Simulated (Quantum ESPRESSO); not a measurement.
# AlN (F-43m): from Born charge to LO-TO splitting

How high does the longitudinal optical mode of AlN (F-43m) lie, given the transverse one, the Born charge and ε∞?

Method: DFT LDA, scalar-relativistic, plane waves, PseudoDojo norm-conserving pseudopotentials, in Quantum ESPRESSO 7.5.

## (1) The relaxed structure

Symmetry: F-43m, No. 216, cubic system. The conventional cell has a = 4.333 Å, b = 4.333 Å, c = 4.333 Å, α = 90.00°, β = 90.00°, γ = 90.00°. Nearest to Al lie 4 N at 1.88 Å. Nearest to N lie 4 Al at 1.88 Å. Farther neighbours and most contacts between anions are not listed.

Coordinates:

```
CELL_PARAMETERS angstrom
-2.16650 0.00000 2.16650
0.00000 2.16650 2.16650
-2.16650 2.16650 0.00000
ATOMIC_POSITIONS crystal
Al 0.00000 0.00000 0.00000
N 0.75000 0.75000 0.75000
```

This is the cell after its relaxation at this level of theory, not the database cell from which that began.

## (2) What the response run gave

A linear-response run on the relaxed cell, with the response to an electric field; only its zone-centre results are used. Cutoff 84 Ry, k mesh 8×8×8.

Log:

```text
[banners, grids, parts of the stress and lines that vanish by symmetry left out]
Program PHONON v.7.5
     Reading xml data from directory:

[...]
Exchange-correlation= PW
                           (   1   4   0   0   0   0   0)
[...]
(   8 q-points):
[...]
kinetic-energy cut-off    =      84.0000  Ry
     charge density cut-off    =     336.0000  Ry
     convergence threshold     =      1.0E-18
[...]
Exchange-correlation= PW
                           (   1   4   0   0   0   0   0)
[...]
q = (   0.0000000   0.0000000   0.0000000 )
     25 Sym.Ops. (with q -> -q+G )
     G cutoff =  570.6307  (  14211 G-vectors)     FFT grid: ( 36, 36, 36)
     number of k points=    29
[...]
Mode symmetry, T_d (-43m)  point group:
[...]
Dielectric constant
[...]
End of electric fields calculation
          Dielectric constant in cartesian axis
          (       4.500014775       0.000000000       0.000000000 )
          (       0.000000000       4.500014775       0.000000000 )
          (       0.000000000       0.000000000       4.500014775 )
          Effective charges (d Force / dE) in cartesian axis without acoustic sum rule applied (asr)
           atom    1  Al    Mean Z*:        2.52838
      Ex  (        2.52838       -0.00000        0.00000 )
      Ey  (       -0.00000        2.52838       -0.00000 )
      Ez  (        0.00000       -0.00000        2.52838 )
           atom    2  N     Mean Z*:       -2.53146
      Ex  (       -2.53146       -0.00000        0.00000 )
      Ey  (       -0.00000       -2.53146        0.00000 )
      Ez  (        0.00000        0.00000       -2.53146 )
          Effective charges Sum: Mean:       -0.00308
[...]
Effective charges (d Force / dE) in cartesian axis with asr applied:
           atom    1  Al    Mean Z*:        2.52992
[...]
atom    2  N     Mean Z*:       -2.52992
[...]
Representation #   1 modes #   1   2   3
[...]
End of self-consistent calculation
     Convergence has been achieved
     Representation #   2 modes #   4   5   6
[...]
End of self-consistent calculation
     Convergence has been achieved
[...]
Dielectric constant in cartesian axis
          (       4.500014775       0.000000000       0.000000000 )
          (       0.000000000       4.500014775       0.000000000 )
          (       0.000000000       0.000000000       4.500014775 )
          Effective charges (d Force / dE) in cartesian axis without acoustic sum rule applied (asr)
           atom    1  Al    Mean Z*:        2.52838
[...]
Mode symmetry, C_s (m)     point group:
[...]
q = (    0.750000000  -0.250000000   0.750000000 )
[...]
Mode symmetry, C_s (m)     point group:
     freq (   1-   1) =        297.2  [cm-1]   --> A''
     freq (   2-   2) =        367.2  [cm-1]   --> A'
     freq (   3-   3) =        512.8  [cm-1]   --> A'
     freq (   4-   4) =        668.0  [cm-1]   --> A''
     freq (   5-   5) =        687.7  [cm-1]   --> A'
     freq (   6-   6) =        750.3  [cm-1]   --> A'
[...]
Mode symmetry, C_s (m)     point group:
[...]
q = (    0.500000000   0.000000000   0.500000000 )
[...]
Mode symmetry, C_s (m)     point group:
     freq (   1-   1) =        242.2  [cm-1]   --> A''
     freq (   2-   2) =        366.0  [cm-1]   --> A'
     freq (   3-   3) =        461.0  [cm-1]   --> A'
     freq (   4-   4) =        658.6  [cm-1]   --> A''
     freq (   5-   5) =        694.3  [cm-1]   --> A'
     freq (   6-   6) =        775.9  [cm-1]   --> A'
[...]
Mode symmetry, D_2d (-42m) point group:
[...]
Representation #   3 modes #   3   4
[...]
Convergence has been achieved
     Representation #   4 modes #   5   6
[...]
Convergence has been achieved
[...]
q = (    0.000000000  -1.000000000   0.000000000 )
[...]
freq (    5) =      20.239887 [THz] =     675.129951 [cm-1]
     freq (    6) =      21.672703 [THz] =     722.923561 [cm-1]
[...]
Mode symmetry, D_2d (-42m) point group:
     freq (   1-   2) =        341.0  [cm-1]   --> E    X_5  W_3
     freq (   3-   3) =        591.8  [cm-1]   --> B_2  X_3  W_2
     freq (   4-   5) =        675.1  [cm-1]   --> E    X_5  W_3
     freq (   6-   6) =        722.9  [cm-1]   --> A_1  X_1  W_1
[...]
Mode symmetry, S_4 (-4)    point group:
[...]
Convergence has been achieved
[...]
Convergence has been achieved
[...]
Convergence has been achieved
[...]
Convergence has been achieved
     Representation #   5 mode #   5
[...]
End of self-consistent calculation
     Convergence has been achieved
     Representation #   6 mode #   6
[...]
End of self-consistent calculation
     Convergence has been achieved
[...]
q = (   -0.500000000  -1.000000000   0.000000000 )
[...]
freq (    1) =      11.285735 [THz] =     376.451614 [cm-1]
     freq (    2) =      12.666795 [THz] =     422.518790 [cm-1]
     freq (    3) =      15.367545 [THz] =     512.606121 [cm-1]
     freq (    4) =      19.903670 [THz] =     663.914972 [cm-1]
     freq (    5) =      20.390486 [THz] =     680.153394 [cm-1]
     freq (    6) =      21.955595 [THz] =     732.359808 [cm-1]
[...]
Mode symmetry, S_4 (-4)    point group:
     freq (   1-   1) =        376.5  [cm-1]   --> B    W_3
     freq (   2-   2) =        422.5  [cm-1]   --> E    W_4
     freq (   3-   3) =        512.6  [cm-1]   --> E*   W_2
     freq (   4-   4) =        663.9  [cm-1]   --> A    W_1
     freq (   5-   5) =        680.2  [cm-1]   --> E    W_4
     freq (   6-   6) =        732.4  [cm-1]   --> B    W_3

   JOB DONE.
```

| quantity | value |
| --- | --- |
| cell volume Ω (Å³) | 20.338 |
| mass of Al (u) | 26.982 |
| mass of N (u) | 14.007 |
| Born charge of Al, raw (e) | 2.528 |
| Born charge of N, raw (e) | -2.531 |
| ε∞ | 4.500 |
| ω(TO) after the sum rule (cm⁻¹) | 669.5 |

## (3) The calculation

The charges must sum to zero over the cell; taking off their mean, -0.002 e, leaves Z* = 2.530 e on Al. In the polar mode Al moves against N, so the reduced mass is μ = 26.98 × 14.01 / 40.99 = 9.220 u.

A longitudinal wave builds up a field that adds to the restoring force: ω(LO)² = ω(TO)² + 4π Z*² / (μ Ω ε∞), in Hartree atomic units. With μ = 16808 electron masses and Ω = 137.25 bohr³ the second term is 7.7483e-06 Ha², or 373230 cm⁻² (1 Ha = 219474.6 cm⁻¹).

So ω(LO) = √(448230 + 373230) = 906.3 cm⁻¹, and by the Lyddane-Sachs-Teller relation ε₀ = ε∞ (ω(LO)/ω(TO))² = 8.25.

## (4) Check against the program

The analysis program adds the same non-analytic term to the full matrix, here for q along (1 0 0).

Log:

```text
[banner, memory and clock lines left out]
Program DYNMAT v.7.5

     Reading Dynamical Matrix from file x.dyn1
     ...Force constants read
     ...epsilon and Z* read

     Polarizability (A^3 units)
     multiply by 0.461537 for Clausius-Mossotti correction
         5.664569    0.000000    0.000000
         0.000000    5.664569    0.000000
         0.000000    0.000000    5.664569

     IR activities are in (D/A)^2/amu units

# mode   [cm-1]    [THz]      IR
    1     -0.00   -0.0000    0.0000
    2      0.00    0.0000    0.0000
    3      0.00    0.0000    0.0000
    4    669.50   20.0711   16.0152
    5    669.50   20.0711   16.0152
    6    906.34   27.1713   16.0152
```

ε₀ comes from the program's run without a direction of q.

```
    quantity  by hand  program
ω(LO) (cm⁻¹)    906.3    906.3
          ε₀     8.25     8.25
```

## (5) Results

```json
{
 "TO mode": "669.5 cm⁻¹",
 "LO mode": "906.3 cm⁻¹",
 "static dielectric constant": "8.247"
}
```

The LO mode of AlN (F-43m) lies at 906 cm⁻¹, 237 cm⁻¹ above the TO mode; the formula meets the program within 0.1 cm⁻¹, as it must for a cubic crystal with one polar mode. ω(LO)² − ω(TO)² goes with Z*²/ε∞: an error of 5 % in ε∞ would move the LO mode by 9.9 cm⁻¹, and semilocal functionals tend to overestimate ε∞. These are harmonic values at zero temperature, at the volume of this functional, for the structure held cubic; stability elsewhere in the zone is no part of this calculation.

[Host names and launcher messages were left out of these logs when they were recorded.]

[Logs are printed without paths, hosts, clocks, repeated set-up lines and the standing remarks that a program may print on its own settings, such as how far it seeks lower states.]

[Hosts, paths, dates, database ids (printed as entryN), source tags and the programs' standing remarks are cut or masked in the printed files.]
